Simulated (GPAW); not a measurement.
# Calculated records

```
! title: A GW chain in GPAW: CsCu2I3 (Cmcm)
! method: DFT, LDA, plane waves, PAW (and 1 further level or step)
! program: GPAW 26.7.0
! settings of one run: cutoff 600 eV, GPAW PAW setups 1.2.1 data release, 2×2×2 k-mesh, nbands 350
! cost: 4 runs, 16 min in all on 4 MPI ranks of Intel Xeon 6975P-C (Granite Rapids), shared host (the runs of this entry)
! notes: The cell and positions come from the Crystallography Open Database and are kept as given unless a step says otherwise. Limits: no spin polarisation; no spin-orbit coupling. Bands and cutoff are finite, so the gap is not at the basis limit. The miss can reach some tenths of an eV and take either sign; the mesh is an error of its own. The 2×2×2 mesh is coarse for this cell, which bears on the long-range parts of exchange and screening.
! LDA gap: 1.78 eV, direct
! G0W0 gap on the mesh: 3.60 eV
! GW settings: 2×2×2 mesh, 340 bands, screening to 50 eV, Godby-Needs plasmon pole
! known limits: not at the basis limit; d shell near the gap, gap tends to lie low; no spin-orbit coupling; coarse k mesh
CELL_PARAMETERS angstrom
5.27395 -6.58625 0.00000
5.27395 6.58625 0.00000
0.00000 0.00000 6.09718
ATOMIC_POSITIONS crystal
Cs 0.32780 0.67220 0.25000
Cs 0.67220 0.32780 0.75000
Cu 0.85100 0.85100 0.00000
Cu 0.14900 0.14900 0.50000
Cu 0.14900 0.14900 0.00000
Cu 0.85100 0.85100 0.50000
I 0.87960 0.12040 0.25000
I 0.12040 0.87960 0.75000
I 0.83600 0.59800 0.25000
I 0.16400 0.40200 0.75000
I 0.59800 0.83600 0.75000
I 0.40200 0.16400 0.25000
```

[Paths, hosts, dates, memory and timing lines, banners, echoed tables and standing remarks are left out of the program output.]

[Logs are printed without paths, hosts, clocks, repeated set-up lines and the standing remarks that a program may print on its own settings, such as how far it seeks lower states.]

[Runs of the session that timed out or met a known fault of the program may be left out.]

[Hosts, paths, dates, database ids (printed as entryN), source tags and the programs' standing remarks are cut or masked in the printed files.]
